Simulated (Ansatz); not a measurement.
## Formation energy and levels of the substitutional impurity Cs_Al in AlN (F-43m)

Aim: at which Fermi levels does Cs_Al in AlN (F-43m) change its charge? The model is a cell of 54 host atoms with 1 Al taken out and 1 Cs put in.

Calculated with Ansatz 0.2.0; place-levels on r2SCAN runs: charge-transition levels and formation energies with image-charge correction and potential alignment at the atomic sites; PAW set soft_1.

### 1. Starting point

The cell holds 54 atoms: 26 Al, 27 N and 1 Cs. Cell: a = 9.269 Å, b = 9.269 Å, c = 9.269 Å, α = 60.0°, β = 60.0°, γ = 60.0°. It derives from AlN (space group F-43m). Nearest the centre at fractional (0.333, 0.667, 0.667): Cs35 at 0.00 Å, N34 at 1.89 Å, N30 at 1.89 Å, N18 at 1.89 Å, N36 at 1.89 Å, Al23 at 3.09 Å, Al31 at 3.09 Å, Al5 at 3.09 Å.

Structure file:

```xyz
54
Lattice="0.0000 6.5542 6.5542 6.5542 0.0000 6.5542 6.5542 6.5542 0.0000" Properties=species:S:1:pos:R:3 pbc="T T T"
Al    0.0000    0.0000    0.0000
N     1.0924    1.0924    1.0924
Al    2.1847    2.1847    0.0000
N     3.2771    3.2771    1.0924
Al    4.3695    4.3695    0.0000
N     5.4618    5.4618    1.0924
Al    2.1847    0.0000    2.1847
N     3.2771    1.0924    3.2771
Al    4.3695    2.1847    2.1847
N     5.4618    3.2771    3.2771
Al    6.5542    4.3695    2.1847
N     7.6466    5.4618    3.2771
Al    4.3695    0.0000    4.3695
N     5.4618    1.0924    5.4618
Al    6.5542    2.1847    4.3695
N     7.6466    3.2771    5.4618
Al    8.7389    4.3695    4.3695
N     9.8313    5.4618    5.4618
Al    0.0000    2.1847    2.1847
N     1.0924    3.2771    3.2771
Al    2.1847    4.3695    2.1847
N     3.2771    5.4618    3.2771
Al    4.3695    6.5542    2.1847
N     5.4618    7.6466    3.2771
Al    2.1847    2.1847    4.3695
N     3.2771    3.2771    5.4618
Al    4.3695    4.3695    4.3695
N     5.4618    5.4618    5.4618
Al    6.5542    6.5542    4.3695
N     7.6466    7.6466    5.4618
Al    4.3695    2.1847    6.5542
N     5.4618    3.2771    7.6466
Al    6.5542    4.3695    6.5542
N     7.6466    5.4618    7.6466
Cs    8.7389    6.5542    6.5542
N     9.8313    7.6466    7.6466
Al    0.0000    4.3695    4.3695
N     1.0924    5.4618    5.4618
Al    2.1847    6.5542    4.3695
N     3.2771    7.6466    5.4618
Al    4.3695    8.7389    4.3695
N     5.4618    9.8313    5.4618
Al    2.1847    4.3695    6.5542
N     3.2771    5.4618    7.6466
Al    4.3695    6.5542    6.5542
N     5.4618    7.6466    7.6466
Al    6.5542    8.7389    6.5542
N     7.6466    9.8313    7.6466
Al    4.3695    4.3695    8.7389
N     5.4618    5.4618    9.8313
Al    6.5542    6.5542    8.7389
N     7.6466    7.6466    9.8313
Al    8.7389    8.7389    8.7389
N     9.8313    9.8313    9.8313
```

Known beforehand: the electronic dielectric constant, 4.64, and the static one, 8.51, computed on the host (DFPT, PBEsol, on the r2SCAN cell), and a cell off the functional's own equilibrium shifts the ionic part.

The cell's shortest repeat is 9.3 Å.

### 2. The runs of each charge state

A transition level is the Fermi level at which two charge states cost the same, so each charge needs its own total energy, at its own relaxed structure.

Each atom starts 0.05 Å or so off its site in a random direction: a symmetric start keeps its symmetry, and would miss off-centre moves and Jahn–Teller distortions. Forces are taken at one point at (¼, ¼, ¼). The cell holds 2 electrons more than the neutral one, with a uniform background that keeps it neutral on the whole.

The sampling was tested on the host first: at the k-points planned (1x1x1 shifted 0.25 0.25 0.25) its energy lies 0.045 eV an atom from the dense-mesh value, so the final energies take a denser sampling.

One state's input; the others differ in charge, spin, start and seed, and in occupations where the table says so.

The input, qm2.relax/input.yaml:

```yaml
crystal:
  lattice:
    - [0.0, 6.55418986, 6.55418986]
    - [6.55418986, 0.0, 6.55418986]
    - [6.55418986, 6.55418986, 0.0]
  atoms:
    - { symbol: Al, position: [0.0, 0.0, 0.0] }
    - { symbol: "N", position: [0.08333333, 0.08333333, 0.08333333] }
    - { symbol: Al, position: [0.0, 0.0, 0.33333333] }
    - { symbol: "N", position: [0.08333333, 0.08333333, 0.41666667] }
    - { symbol: Al, position: [0.0, 0.0, 0.66666667] }
    - { symbol: "N", position: [0.08333333, 0.08333333, 0.75] }
    - { symbol: Al, position: [0.0, 0.33333333, 0.0] }
    - { symbol: "N", position: [0.08333333, 0.41666667, 0.08333333] }
    - { symbol: Al, position: [0.0, 0.33333333, 0.33333333] }
    - { symbol: "N", position: [0.08333333, 0.41666667, 0.41666667] }
    - { symbol: Al, position: [0.0, 0.33333333, 0.66666667] }
    - { symbol: "N", position: [0.08333333, 0.41666667, 0.75] }
    - { symbol: Al, position: [0.0, 0.66666667, 0.0] }
    - { symbol: "N", position: [0.08333333, 0.75, 0.08333333] }
    - { symbol: Al, position: [0.0, 0.66666667, 0.33333333] }
    - { symbol: "N", position: [0.08333333, 0.75, 0.41666667] }
    - { symbol: Al, position: [0.0, 0.66666667, 0.66666667] }
    - { symbol: "N", position: [0.08333333, 0.75, 0.75] }
    - { symbol: Al, position: [0.33333333, 0.0, 0.0] }
    - { symbol: "N", position: [0.41666667, 0.08333333, 0.08333333] }
    - { symbol: Al, position: [0.33333333, 0.0, 0.33333333] }
    - { symbol: "N", position: [0.41666667, 0.08333333, 0.41666667] }
    - { symbol: Al, position: [0.33333333, 0.0, 0.66666667] }
    - { symbol: "N", position: [0.41666667, 0.08333333, 0.75] }
    - { symbol: Al, position: [0.33333333, 0.33333333, 0.0] }
    - { symbol: "N", position: [0.41666667, 0.41666667, 0.08333333] }
    - { symbol: Al, position: [0.33333333, 0.33333333, 0.33333333] }
    - { symbol: "N", position: [0.41666667, 0.41666667, 0.41666667] }
    - { symbol: Al, position: [0.33333333, 0.33333333, 0.66666667] }
    - { symbol: "N", position: [0.41666667, 0.41666667, 0.75] }
    - { symbol: Al, position: [0.33333333, 0.66666667, 0.0] }
    - { symbol: "N", position: [0.41666667, 0.75, 0.08333333] }
    - { symbol: Al, position: [0.33333333, 0.66666667, 0.33333333] }
    - { symbol: "N", position: [0.41666667, 0.75, 0.41666667] }
    - { symbol: Cs, position: [0.33333333, 0.66666667, 0.66666667] }
    - { symbol: "N", position: [0.41666667, 0.75, 0.75] }
    - { symbol: Al, position: [0.66666667, 0.0, 0.0] }
    - { symbol: "N", position: [0.75, 0.08333333, 0.08333333] }
    - { symbol: Al, position: [0.66666667, 0.0, 0.33333333] }
    - { symbol: "N", position: [0.75, 0.08333333, 0.41666667] }
    - { symbol: Al, position: [0.66666667, 0.0, 0.66666667] }
    - { symbol: "N", position: [0.75, 0.08333333, 0.75] }
    - { symbol: Al, position: [0.66666667, 0.33333333, 0.0] }
    - { symbol: "N", position: [0.75, 0.41666667, 0.08333333] }
    - { symbol: Al, position: [0.66666667, 0.33333333, 0.33333333] }
    - { symbol: "N", position: [0.75, 0.41666667, 0.41666667] }
    - { symbol: Al, position: [0.66666667, 0.33333333, 0.66666667] }
    - { symbol: "N", position: [0.75, 0.41666667, 0.75] }
    - { symbol: Al, position: [0.66666667, 0.66666667, 0.0] }
    - { symbol: "N", position: [0.75, 0.75, 0.08333333] }
    - { symbol: Al, position: [0.66666667, 0.66666667, 0.33333333] }
    - { symbol: "N", position: [0.75, 0.75, 0.41666667] }
    - { symbol: Al, position: [0.66666667, 0.66666667, 0.66666667] }
    - { symbol: "N", position: [0.75, 0.75, 0.75] }
  host:
    repeats: [3, 3, 3]
    atoms:
      - { symbol: Al, position: [0.0, 0.0, 0.0] }
      - { symbol: "N", position: [0.25, 0.25, 0.25] }
total_charge: -2
basis:
  ecutwfc: 500
  xc_grid: 2
hamiltonian:
  xc: r2scan
  pseudopotentials: { kind: paw, azcp: { folder: soft_1 } }
kpoints:
  mp_grid: { grid: [1, 1, 1], shift: [0.25, 0.25, 0.25] }
scf:
  occupations: { method: fixed }
  max_iter: 60
output:
  forces: true
  charged_corrections:
    epsilon: 4.64
    static_epsilon: 8.51
    defect_position: [0.333333, 0.666667, 0.666667]
relax:
  f_tol: 0.02
  max_steps: 80
  random_displacement: { amplitude: 0.05, seed: 3267 }
checkpoint:
  write: "../qm2.relax.run"
  compress: false
  write_wavefunctions: true
  write_every: 100000
```

Run with:

```console
ansatz run input.yaml --threads 4 --pin off --max-ram 7536MiB --backend cpu --events-out ev --progress --plain --runs-dir out
```

Defect states can disperse in a cell of this size, so the energy is taken again at a 2×2×2 shifted mesh, on the relaxed structure.

The run of this state that the levels use, under r2SCAN:

The input, qm2.point/input.yaml:

```yaml
crystal:
  checkpoint: "../qm2.relax.run"
  host: checkpoint
total_charge: -2
basis:
  ecutwfc: 500
  xc_grid: 2
hamiltonian:
  xc: r2scan
  pseudopotentials: { kind: paw, azcp: { folder: soft_1 } }
kpoints:
  mp_grid: { grid: [2, 2, 2], shift: [0.5, 0.5, 0.5] }
scf:
  occupations: { method: fermi_dirac, width: 0.01 }
  max_iter: 60
output:
  forces: true
  eigenvalues: true
  charged_corrections:
    epsilon: 4.64
    static_epsilon: 8.51
    defect_position: [0.333333, 0.666667, 0.666667]
  eigenstates: { localisation: true }
  populations: true
checkpoint:
  read: "../qm2.relax.run"
  write: "../qm2.point.run"
  compress: false
  write_wavefunctions: false
  write_every: 100000
```

Relaxations under r2SCAN at one point at (¼, ¼, ¼); times on 4 threads of Arm Neoverse V1, shared host:

```csv
charge,moment (μB),occupations,outcome,steps,largest displacement against the far atoms (Å),time
−2,0,fixed,converged,9,0.50,78 s
−1,1,fixed,converged,12,0.67,4.2 min
0,0,fixed,converged,12,0.59,1.8 min
0,2,fixed,converged,8,0.53,3.2 min
+1,1,fixed,converged,17,0.52,5.8 min
+1,3,fixed,converged,8,0.50,2.8 min
```

Single points under r2SCAN at a 2×2×2 shifted mesh; times on 4 threads of Arm Neoverse V1, shared host:

```csv
charge,moment (μB),occupations,outcome,time
−2,0,fermi-dirac,converged,49 s
−1,1,fermi-dirac,converged,2.1 min
0,0,fermi-dirac,converged,53 s
0,2,fermi-dirac,converged,2.5 min
+1,1,fermi-dirac,converged,16 min
+1,3,fermi-dirac,converged,2.1 min
```

Distances (Å) from Cs35 to the nearest atoms after relaxation with r2SCAN:

```csv
charge,moment (μB),1.,2.,3.,4.,5.,6.
−2,0,N 2.38,N 2.38,N 2.38,N 2.41,Al 3.10,Al 3.10
−1,1,N 2.28,N 2.38,N 2.39,N 2.44,Al 2.93,Al 2.99
0,0,N 2.13,N 2.13,N 2.50,N 2.52,Al 2.84,Al 2.84
0,2,N 2.33,N 2.33,N 2.37,N 2.44,Al 2.97,Al 2.97
+1,1,N 2.15,N 2.15,N 2.49,N 2.51,Al 2.85,Al 2.85
+1,3,N 2.36,N 2.36,N 2.36,N 2.43,Al 3.10,Al 3.10
```

### 3. place-levels, r2SCAN

A charged cell interacts with its images and the background, and its potential has another zero than the host's. place-levels removes the first by a point-charge model, screened by the static dielectric constant since the ions have relaxed around the charge, and the second by comparing potentials at atoms far from the defect.

The host is a run of the defect-free crystal in the same cutoffs, grids and k-points, so that basis and sampling errors cancel in part in the differences. The host is run in a cell of 2 atoms on a matching mesh. Its band edges are searched through the zone by a band path, so the gap is smaller than, or equal to, that on the mesh. Chemical potentials are energies per atom of Al (fcc) and Cs (bcc), run with the same functional and cutoff.

The input, levels.point.yaml:

```yaml
host:
  run: host.point.run
states: [qm2.point.run, qm1_M1.point.run, q0.point.run, q0_M2.point.run, qp1_M1.point.run, qp1_M3.point.run]
geometry_from:
  qm2.point.run: qm2.relax.run
  qm1_M1.point.run: qm1_M1.relax.run
  q0.point.run: q0.relax.run
  q0_M2.point.run: q0_M2.relax.run
  qp1_M1.point.run: qp1_M1.relax.run
  qp1_M3.point.run: qp1_M3.relax.run
  host.point.run: host.relax.run
chemical_potentials:
  Al:
    energy: -540.418346
    dataset: <sha256 of the dataset>
  Cs:
    energy: -5686.056881
    dataset: "<sha256 of the dataset>"
epsilon: 4.64
static_epsilon: 8.51
vertical:
  - { from: qm2.point.run, to: qm2.point_neutral.run }
  - { from: qm1_M1.point.run, to: qm1_M1.point_neutral.run }
  - { from: qp1_M1.point.run, to: qp1_M1.point_neutral.run }
  - { from: qp1_M3.point.run, to: qp1_M3.point_neutral.run }
```

Run with:

```console
ansatz place-levels levels.point.yaml -- --threads 4 --pin off --max-ram 7536MiB
```

Numbers of over 12 decimals in the logs are rounded to 6 here.

What it wrote:

```text
[... repeated set-up lines and file paths are left out, and long positions are rounded to six places ...]
(+1/0) 1.503 eV above the valence edge, 2.415 eV under the conduction edge
(0/-1) 2.392 eV above the valence edge, 1.526 eV under the conduction edge
(-1/-2) 3.261 eV above the valence edge, 0.658 eV under the conduction edge
formation energy of charge +1: +11.448 eV with the Fermi level at the valence edge
formation energy of charge 0: +12.951 eV with the Fermi level at the valence edge
formation energy of charge -1: +15.343 eV with the Fermi level at the valence edge
formation energy of charge -2: +18.604 eV with the Fermi level at the valence edge
vertical -2 to 0: no energy, since no alignment is typed
  the change from vertical[0].from (qm2.point.run) to vertical[0].to (qm2.point_neutral.run): by its potential at epsilon 4.64 it stands at 0.403 0.737 0.738, with an rms radius of about 2.1 Å (1.2 1.2 1.2 Å across the planes of the cell's vectors); [...]
vertical -1 to 0: no energy, since no alignment is typed
  the change from vertical[1].from (qm1_M1.point.run) to vertical[1].to (qm1_M1.point_neutral.run): by its potential at epsilon 4.64 it stands at 0.395 0.738 0.729, with an rms radius of about 2.0 Å (1.2 1.0 1.2 Å across the planes of the cell's vectors); [...]
vertical +1 to 0: no energy, since no alignment is typed
  the change from vertical[2].from (qp1_M1.point.run) to vertical[2].to (qp1_M1.point_neutral.run): by its potential at epsilon 4.64 it stands at 0.415 0.745 0.746, with an rms radius of about 0.9 Å (0.4 0.5 0.5 Å across the planes of the cell's vectors); [...]
vertical +1 to 0: no energy, since no alignment is typed
  the change from vertical[3].from (qp1_M3.point.run) to vertical[3].to (qp1_M3.point_neutral.run): by its potential at epsilon 4.64 it stands at 0.406 0.739 0.738, with an rms radius of about 1.7 Å (1.0 1.0 1.0 Å across the planes of the cell's vectors); [...]
  edges by r2scan, gap 3.918 eV; the host is sampled to repeats of 18.54 Å
  the defect's cells are sampled to repeats of 18.54 Å, like sampling
  charge +1: -30208.7257 eV with its correction of +0.720 eV, at epsilon 8.51, aligned at sites: +0.4239 eV, mean over 19 atomic sites at or beyond 4.63 Å from the host's site at [0.3332, 0.6666, 0.6666] by the defect at [0.3333, 0.6667, 0.6667], with [...]
  charge 0: +0.000 eV for its dipole among its images, +0.000 omitted
  charge -1: -30191.4286 eV with its correction of -0.219 eV, at epsilon 8.51, aligned at sites: +0.5146 eV, mean over 19 atomic sites at or beyond 4.63 Å from the host's site at [0.3332, 0.6666, 0.6666] by the defect at [0.3333, 0.6667, 0.6667], with [...]
  charge -2: -30181.4672 eV with its correction of +0.066 eV, at epsilon 8.51, aligned at sites: +0.5587 eV, mean over 19 atomic sites at or beyond 4.63 Å from the host's site at [0.3332, 0.6666, 0.6666] by the defect at [0.3333, 0.6667, 0.6667], with [...]
  charge +1: states[4] (qp1_M1.point.run) stands 0.300 eV higher, with a moment of 1.00 μB against 3.00
  charge 0: states[3] (q0_M2.point.run) stands 0.123 eV higher, with a moment of 2.00 μB against 0.00
  of states[5] (qp1_M3.point.run): its alignment with the host at atomic sites is doubtful: the mean over the far sites moves by +0.1666 eV from their farther parts to their nearer, more than 0.05 eV. [...]
  of states[2] (q0.point.run): its alignment with the host at atomic sites is doubtful: the mean over the far sites moves by +0.2799 eV from their farther parts to their nearer, more than 0.05 eV. [...]
  of states[1] (qm1_M1.point.run): its alignment with the host at atomic sites is doubtful: the mean over the far sites moves by +0.4823 eV from their farther parts to their nearer, more than 0.05 eV. [...]
  of states[0] (qm2.point.run): it parts from the run that its charge is read beside by 2 carriers, of which the mean alone is read, by its potential at epsilon 4.64, taken for that of held ions (one typed too small widens it): that is narrow, but one of them [...]
  of states[4] (qp1_M1.point.run): its alignment with the host at atomic sites is doubtful: the mean over the far sites moves by +0.1466 eV from their farther parts to their nearer, more than 0.05 eV. [...]
  of states[3] (q0_M2.point.run): its alignment with the host at atomic sites is doubtful: the mean over the far sites moves by +0.3276 eV from their farther parts to their nearer, more than 0.05 eV. [...]
  of vertical[0].from (qm2.point.run): it parts from the run that its charge is read beside by 2 carriers, of which the mean alone is read, by its potential at epsilon 4.64, taken for that of held ions (one typed too small widens it): that is narrow, but one [...]
  vertical[0].to (qm2.point_neutral.run): levels filled in part (TS 0.018 eV): its energy is of no whole electron's
  of vertical[1].from (qm1_M1.point.run): stability_check_not_made
  of vertical[2].from (qp1_M1.point.run): stability_check_not_made
  of vertical[3].from (qp1_M3.point.run): stability_check_not_made
  vertical[3].to (qp1_M3.point_neutral.run): levels filled in part (TS 0.015 eV): its energy is of no whole electron's
```

Run time: 0.65 s. Hardware: 4 threads of Arm Neoverse V1, shared host.

(Part 1 of 2 ends here.)

[Logs are printed without paths, hosts, clocks, repeated set-up lines and the standing remarks that a program may print on its own settings, such as how far it seeks lower states.]

[Hosts, paths, dates, database ids (printed as entryN), source tags and the programs' standing remarks are cut or masked in the printed files.]

[Where a table of states has a column of steps, it counts the stored structures, which are thinned; the runs took as many ionic steps or more.]

[A defect's name tells the site on which it was built; relaxed atoms can leave that site.]

[For some hosts the program warned that the k-mesh of the response run may be too coarse for force constants and the static dielectric constant; such warnings are not shown here.]
